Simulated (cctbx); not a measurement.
# A crystallographic session in cctbx: CaZnGePbO6

Library: cctbx 2025.11. The data are simulated by the first script.

## 1. Simulate the data

run.py:

```python
from cctbx import adptbx, crystal, miller, sgtbx, xray
from cctbx.array_family import flex
from iotbx.shelx import hklf
from scitbx import matrix
import scitbx.random

cs = crystal.symmetry(unit_cell=(8.045, 8.045, 8.045, 90, 90, 90), space_group_symbol='Hall: F -4 2 3')  # F-43m
atoms = [  # label, site, U (iso, or U11 U22 U33 U12 U13 U23 in A^2), occupancy
    ("Pb1", (0, 0, 0), (0.0122, 0.0122, 0.0122, 0.0000, 0.0000, 0.0000), 1),
    ("Ge1", (0.5, 0, 0), (0.0181, 0.0181, 0.0181, 0.0000, 0.0000, 0.0000), 1),
    ("Zn1", (0.25, 0.25, 0.75), (0.0235, 0.0235, 0.0235, -0.0000, 0.0000, 0.0000), 1),
    ("Ca1", (0.25, 0.25, 0.25), (0.0202, 0.0202, 0.0202, -0.0000, 0.0000, 0.0000), 1),
    ("O1", (0.5, 0, 0.7615), (0.0316, 0.0316, 0.0300, -0.0025, 0.0000, 0.0000), 1),
]
xs = xray.structure(crystal_symmetry=cs)
for label, site, u, occ in atoms:
    u = adptbx.u_cif_as_u_star(cs.unit_cell(), u) if isinstance(u, tuple) else u
    xs.add_scatterer(xray.scatterer(label, site=site, u=u, occupancy=occ))
xs.set_inelastic_form_factors(0.6889, "sasaki")
xs.show_summary()
p1 = xs.expand_to_p1()
ms = miller.build_set(p1, anomalous_flag=True, d_min=0.7)
flex.set_random_seed(612110)
scitbx.random.set_random_seed(612110)
ms = ms.select(flex.random_double(ms.size()) < 0.8)
i = ms.structure_factors_from_scatterers(p1, algorithm="direct").f_calc().as_intensity_array().data()
i = i * 5000 / flex.max(i)
sig = flex.sqrt(i + flex.pow2(0.03 * i) + 15 ** 2)
noise = scitbx.random.variate(scitbx.random.normal_distribution())(i.size())
data = ms.array(data=i + sig * noise, sigmas=sig).set_observation_type_xray_intensity()
with open("data.hkl", "w") as f:
    data.export_as_shelx_hklf(f)
print("reflections written:", data.size(), " <I/sigma> = %.1f" % flex.mean(data.data() / data.sigmas()))
for h, a, b in list(data.sort("data"))[:12]:
    print("%4d%4d%4d %9.1f %7.1f" % (h + (a, b)))
```

```console
$ python run.py
```

```text
Number of scatterers: 5
At special positions: 5
Unit cell: (8.045, 8.045, 8.045, 90, 90, 90)
Space group: F -4 3 m (No. 216)
reflections written: 5128  <I/sigma> = 2.9
   0   0  -4    5169.1   166.5
  -4   0   0    5005.0   166.5
   0   4   0    4994.9   166.5
   4   0   0    4926.7   166.5
   0   0   4    4888.3   166.5
   0  -4   0    4872.8   166.5
  -2   2   0    3789.8   129.1
  -2   0  -2    3786.7   129.1
  -2  -2   0    3733.9   129.1
   2   0   2    3722.3   129.1
   0  -2   2    3718.3   129.1
   2  -2   0    3709.0   129.1
```

Run time: 0.26 s on 1 thread of Intel(R) Xeon(R) CPU @ 2.60GHz (Ice Lake) (shared host), peak memory 0.07 GiB.

## 2. Refinement (right model, isotropic)

run.py:

```python
import math
from cctbx import adptbx, crystal, maptbx, sgtbx, xray
from cctbx.array_family import flex
from cctbx.xray import observations
from iotbx.shelx import hklf
from scitbx.lstbx import normal_eqns_solving
from smtbx import absolute_structure, utils
from smtbx.refinement import constraints, least_squares

cs = crystal.symmetry(unit_cell=(8.045, 8.045, 8.045, 90, 90, 90), space_group_symbol='Hall: F -4 2 3')  # F-43m
atoms = [  # label, site, U (iso, or U11 U22 U33 U12 U13 U23 in A^2), occupancy
    ("Pb1", (0, 0, 0), 0.0200, 1),
    ("Ge1", (0.5, 0, 0), 0.0200, 1),
    ("Zn1", (0.25, 0.25, 0.75), 0.0200, 1),
    ("Ca1", (0.25, 0.25, 0.25), 0.0200, 1),
    ("O1", (0.5, 0, 0.7552), 0.0200, 1),
]
xs = xray.structure(crystal_symmetry=cs)
for label, site, u, occ in atoms:
    u = adptbx.u_cif_as_u_star(cs.unit_cell(), u) if isinstance(u, tuple) else u
    xs.add_scatterer(xray.scatterer(label, site=site, u=u, occupancy=occ))
xs.set_inelastic_form_factors(0.6889, "sasaki")
raw = hklf.reader(file_name="data.hkl").as_miller_arrays(crystal_symmetry=cs, anomalous=True)[0]
merged = raw.eliminate_sys_absent().merge_equivalents()
fo2 = merged.array().set_observation_type_xray_intensity()
print("Rint %.3f, %d unique reflections to %.2f A" % (merged.r_int(), fo2.size(), fo2.d_min()))
for sc in xs.scatterers():
    sc.flags.set_grad_site(True)
    sc.flags.set_grad_u_aniso(sc.flags.use_u_aniso())
    sc.flags.set_grad_u_iso(sc.flags.use_u_iso())
obs = fo2.as_xray_observations()
extra = {}
rep = constraints.reparametrisation(xs, [], utils.connectivity_table(xs), **extra)
ls = least_squares.crystallographic_ls(obs, rep, weighting_scheme=least_squares.mainstream_shelx_weighting(a=0, b=0))
print("cycle     R1     wR2    GooF  max shift (A)")
for cycle in range(8):
    ls.build_up()
    r1, wr2, goof = ls.r1_factor(cutoff_factor=2)[0], ls.wR2(), ls.goof()
    old = xs.sites_cart()
    normal_eqns_solving.levenberg_marquardt_iterations(ls, n_max_iterations=3, tau=1e-06, step_threshold=1e-7)
    big = flex.max((xs.sites_cart() - old).norms())
    print("%4d %7.4f %7.4f %7.3f %9.5f" % (cycle + 1, r1, wr2, goof, big))
    ls.build_up(objective_only=True)
    if abs(ls.wR2() - wr2) < 5e-5 and big < 5e-4:
        break
ls.build_up()
print("final R1 %.4f wR2 %.4f GooF %.3f  parameters %d  data/parameter %.1f" % (ls.r1_factor(cutoff_factor=2)[0], ls.wR2(), ls.goof(), ls.n_parameters, fo2.size() / ls.n_parameters))
cov = ls.covariance_matrix_and_annotations()
su = dict(zip(cov.annotations, (math.sqrt(max(v, 0)) for v in cov.matrix.matrix_packed_u_diagonal())))
a2 = cs.unit_cell().reciprocal_parameters()[0] ** -2
print("atom        x        y        z      Ueq    occ   su(xyz)  su(Uiso or U11)")
for sc in xs.scatterers():
    s = max(su.get(sc.label + k, 0) for k in (".x", ".y", ".z"))
    npd = "" if sc.is_positive_definite_u(cs.unit_cell()) else "  NPD"
    print("%-5s %8.5f %8.5f %8.5f %8.4f %6.3f %8.5f %7.4f%s" % ((sc.label,) + sc.site + (sc.u_iso_or_equiv(cs.unit_cell()), sc.occupancy, s, su.get(sc.label + ".uiso", su.get(sc.label + ".u11", 0) * a2), npd)))
fo = fo2.f_sq_as_f()
fc = fo.structure_factors_from_scatterers(xs, algorithm="direct").f_calc()
diff = fo.f_obs_minus_f_calc(1 / math.sqrt(ls.scale_factor()), fc).average_bijvoet_mates()
m = diff.fft_map(symmetry_flags=maptbx.use_space_group_symmetry, resolution_factor=0.25).apply_volume_scaling()
print("difference map: max %.2f min %.2f rms %.2f" % (m.statistics().max(), m.statistics().min(), m.statistics().sigma()))
peaks = m.peak_search(parameters=maptbx.peak_search_parameters(min_distance_sym_equiv=0.6, max_clusters=6)).all()
near = xs.closest_distances(peaks.sites(), distance_cutoff=4)
sps = cs.special_position_settings(min_distance_sym_equiv=0.5)
for k, (x, h) in enumerate(zip(peaks.sites(), peaks.heights())):
    ss = sps.site_symmetry(x)
    print("Q%-3d %7.4f %7.4f %7.4f %4d %7.2f  %.2f A from %s" % ((k + 1,) + tuple(t % 1 for t in ss.exact_site()) + (ss.multiplicity(), h, near.smallest_distances[k], xs.scatterers()[near.i_seqs[k]].label)))
```

```console
$ python run.py
```

```text
Rint 0.051, 111 unique reflections to 0.70 A
cycle     R1     wR2    GooF  max shift (A)
   1  0.0997  0.1718   7.425   0.05046
   2  0.0122  0.0236   1.022   0.00000
final R1 0.0122 wR2 0.0236 GooF 1.022  parameters 6  data/parameter 18.5
atom        x        y        z      Ueq    occ   su(xyz)  su(Uiso or U11)
Pb1    0.00000  0.00000  0.00000   0.0120  1.000  0.00000  0.0001
Ge1    0.50000  0.00000  0.00000   0.0183  1.000  0.00000  0.0003
Zn1    0.25000  0.25000  0.75000   0.0242  1.000  0.00000  0.0010
Ca1    0.25000  0.25000  0.25000   0.0190  1.000  0.00000  0.0014
O1     0.50000  0.00000  0.76147   0.0313  1.000  0.00054  0.0009
difference map: max 0.54 min -0.34 rms 0.11
Q1    0.1290  0.1290  0.8710   16    0.56  1.69 A from Zn1
Q2    0.0650  0.0650  0.9350   16    0.53  0.91 A from Pb1
Q3    0.0564  0.0564  0.0564   16    0.52  0.79 A from Pb1
Q4    0.0005  0.2056  0.2944   48    0.50  1.68 A from O1
Q5    0.1275  0.1275  0.1275   16    0.31  1.71 A from Ca1
Q6    0.9989  0.0921  0.2626   96    0.28  0.74 A from O1
```

Time: 0.41 s.

## 3. Refinement (right model, anisotropic)

run.py, as its changes from the last script of this kind:

```diff
@@ -12,5 +12,5 @@
-    ("Pb1", (0, 0, 0), 0.0200, 1),
-    ("Ge1", (0.5, 0, 0), 0.0200, 1),
-    ("Zn1", (0.25, 0.25, 0.75), 0.0200, 1),
-    ("Ca1", (0.25, 0.25, 0.25), 0.0200, 1),
-    ("O1", (0.5, 0, 0.7552), 0.0200, 1),
+    ("Pb1", (0, 0, 0), 0.0120, 1),
+    ("Ge1", (0.5, 0, 0), 0.0183, 1),
+    ("Zn1", (0.25, 0.25, 0.75), 0.0242, 1),
+    ("Ca1", (0.25, 0.25, 0.25), 0.0190, 1),
+    ("O1", (0.5, 0, 0.76147), 0.0313, 1),
@@ -22,0 +23 @@
+xs.convert_to_anisotropic()
@@ -55,0 +57,4 @@
+fc = fo2.structure_factors_from_scatterers(xs, algorithm="direct").f_calc()
+absolute_structure.flack_analysis(xs, fo2.as_xray_observations()).show()
+h = absolute_structure.hooft_analysis(fo2, fc, scale_factor=ls.scale_factor())
+print("Hooft y: %.3f(%.0f)  Bijvoet pairs: %d" % (h.hooft_y, 1000 * h.sigma_y, h.n_bijvoet_pairs))
```

```console
$ python run.py
```

```text
Rint 0.051, 111 unique reflections to 0.70 A
cycle     R1     wR2    GooF  max shift (A)
   1  0.0122  0.0237   1.032   0.00003
   2  0.0121  0.0236   1.030   0.00000
final R1 0.0121 wR2 0.0236 GooF 1.030  parameters 8  data/parameter 13.9
atom        x        y        z      Ueq    occ   su(xyz)  su(Uiso or U11)
Pb1    0.00000  0.00000  0.00000   0.0120  1.000  0.00000  0.0001
Ge1    0.50000  0.00000  0.00000   0.0183  1.000  0.00000  0.0003
Zn1    0.25000  0.25000  0.75000   0.0241  1.000  0.00000  0.0010
Ca1    0.25000  0.25000  0.25000   0.0190  1.000  0.00000  0.0014
O1     0.50000  0.00000  0.76147   0.0313  1.000  0.00055  0.0012
Flack x: 0.16(12)
Hooft y: 0.156(91)  Bijvoet pairs: 47
difference map: max 0.54 min -0.34 rms 0.11
Q1    0.1290  0.1290  0.8710   16    0.56  1.69 A from Zn1
Q2    0.0650  0.0650  0.9350   16    0.52  0.91 A from Pb1
Q3    0.0567  0.0567  0.0567   16    0.52  0.79 A from Pb1
Q4    0.0005  0.2058  0.2942   48    0.48  1.68 A from O1
Q5    0.1274  0.1274  0.1274   16    0.31  1.71 A from Ca1
Q6    0.9985  0.0927  0.2621   96    0.28  0.75 A from O1
```

Time: 0.38 s.

## 4. Refinement

run.py, as its changes from the last script of this kind:

```diff
@@ -15 +15 @@
-    ("Ca1", (0.25, 0.25, 0.25), 0.0190, 1),
+    ("Sr1", (0.25, 0.25, 0.25), 0.0190, 1),
@@ -37 +37 @@
-for cycle in range(8):
+for cycle in range(12):
@@ -57,4 +56,0 @@
-fc = fo2.structure_factors_from_scatterers(xs, algorithm="direct").f_calc()
-absolute_structure.flack_analysis(xs, fo2.as_xray_observations()).show()
-h = absolute_structure.hooft_analysis(fo2, fc, scale_factor=ls.scale_factor())
-print("Hooft y: %.3f(%.0f)  Bijvoet pairs: %d" % (h.hooft_y, 1000 * h.sigma_y, h.n_bijvoet_pairs))
```

```console
$ python run.py
```

```text
Rint 0.051, 111 unique reflections to 0.70 A
cycle     R1     wR2    GooF  max shift (A)
   1  0.1014  0.2199   9.598   0.00258
   2  0.0321  0.0697   3.043   0.00037
   3  0.0322  0.0690   3.011   0.00001
final R1 0.0322 wR2 0.0690 GooF 3.011  parameters 8  data/parameter 13.9
atom        x        y        z      Ueq    occ   su(xyz)  su(Uiso or U11)
Pb1    0.00000  0.00000  0.00000   0.0129  1.000  0.00000  0.0004
Ge1    0.50000  0.00000  0.00000   0.0123  1.000  0.00000  0.0007
Zn1    0.25000  0.25000  0.75000   0.1418  1.000  0.00000  0.0092
Sr1    0.25000  0.25000  0.25000   0.0164  1.000  0.00000  0.0009
O1     0.50000  0.00000  0.76184   0.0298  1.000  0.00169  0.0036
difference map: max 1.96 min -2.37 rms 0.40
Q1    0.0000  0.0000  0.0000    4    1.96  0.00 A from Pb1
Q2    0.0583  0.0583  0.0583   16    1.11  0.81 A from Pb1
Q3    0.0609  0.0609  0.9391   16    0.96  0.85 A from Pb1
Q4    0.0000  0.0000  0.5000    4    0.94  0.00 A from Ge1
Q5    0.1244  0.1244  0.1244   16    0.81  1.73 A from Pb1
Q6    0.0018  0.1920  0.3080   48    0.62  1.59 A from O1
```

Time: 0.4 s.

This run holds a fault made on purpose: wrong element: Sr1 is Ca.

## 5. Refinement

run.py, as its changes from the last script of this kind:

```diff
@@ -15 +15 @@
-    ("Sr1", (0.25, 0.25, 0.25), 0.0190, 1),
+    ("Ca1", (0.25, 0.25, 0.25), 0.0190, 1),
@@ -22 +22 @@
-xs.set_inelastic_form_factors(0.6889, "sasaki")
+# no anomalous dispersion
```

```console
$ python run.py
```

```text
Rint 0.051, 111 unique reflections to 0.70 A
cycle     R1     wR2    GooF  max shift (A)
   1  0.0262  0.0488   2.132   0.00132
   2  0.0151  0.0299   1.305   0.00000
final R1 0.0151 wR2 0.0299 GooF 1.305  parameters 8  data/parameter 13.9
atom        x        y        z      Ueq    occ   su(xyz)  su(Uiso or U11)
Pb1    0.00000  0.00000  0.00000   0.0127  1.000  0.00000  0.0002
Ge1    0.50000  0.00000  0.00000   0.0158  1.000  0.00000  0.0010
Zn1    0.25000  0.25000  0.75000   0.0175  1.000  0.00000  0.0062
Ca1    0.25000  0.25000  0.25000   0.0227  1.000  0.00000  0.0116
O1     0.50000  0.00000  0.76131   0.0305  1.000  0.00070  0.0020
difference map: max 1.12 min -0.48 rms 0.17
Q1    0.0000  0.0000  0.5000    4    1.12  0.00 A from Ge1
Q2    0.2500  0.2500  0.2500    4    0.82  0.00 A from Ca1
Q3    0.2147  0.2147  0.7853   16    0.75  0.49 A from Zn1
Q4    0.0612  0.0612  0.9388   16    0.68  0.85 A from Pb1
Q5    0.0613  0.0613  0.0613   16    0.63  0.85 A from Pb1
Q6    0.1262  0.1262  0.8738   16    0.50  1.73 A from Zn1
```

Time: 0.36 s.

This run holds a fault made on purpose: anomalous dispersion left out.

## 6. Refinement

run.py, as its changes from the last script of this kind:

```diff
@@ -22 +22 @@
-# no anomalous dispersion
+xs.set_inelastic_form_factors(1.54184, "sasaki")
```

```console
$ python run.py
```

```text
Rint 0.051, 111 unique reflections to 0.70 A
cycle     R1     wR2    GooF  max shift (A)
   1  0.0240  0.0511   2.232   0.00098
   2  0.0166  0.0357   1.560   0.00004
final R1 0.0166 wR2 0.0357 GooF 1.559  parameters 8  data/parameter 13.9
atom        x        y        z      Ueq    occ   su(xyz)  su(Uiso or U11)
Pb1    0.00000  0.00000  0.00000   0.0117  1.000  0.00000  0.0002
Ge1    0.50000  0.00000  0.00000   0.0155  1.000  0.00000  0.0004
Zn1    0.25000  0.25000  0.75000   0.0302  1.000  0.00000  0.0020
Ca1    0.25000  0.25000  0.25000   0.0097  1.000  0.00000  0.0016
O1     0.50000  0.00000  0.76160   0.0342  1.000  0.00082  0.0019
difference map: max 0.96 min -0.45 rms 0.14
Q1    0.2500  0.2500  0.2500    4    0.98  0.00 A from Ca1
Q2    0.0004  0.2066  0.2934   48    0.64  1.68 A from O1
Q3    0.2185  0.2185  0.7185   16    0.53  0.44 A from Zn1
Q4    0.0568  0.0568  0.0568   16    0.44  0.79 A from Pb1
Q5    0.0000  0.0000  0.5000    4    0.44  0.00 A from Ge1
Q6    0.1281  0.1281  0.8719   16    0.43  1.70 A from Zn1
```

It took 0.36 s on 1 thread of Intel(R) Xeon(R) CPU @ 2.60GHz (Ice Lake), with other jobs on the host, peak memory 0.09 GiB.

This run holds a fault made on purpose: dispersion terms of the wrong wavelength.

[Logs are printed without paths, hosts, clocks, repeated set-up lines and the standing remarks that a program may print on its own settings, such as how far it seeks lower states.]
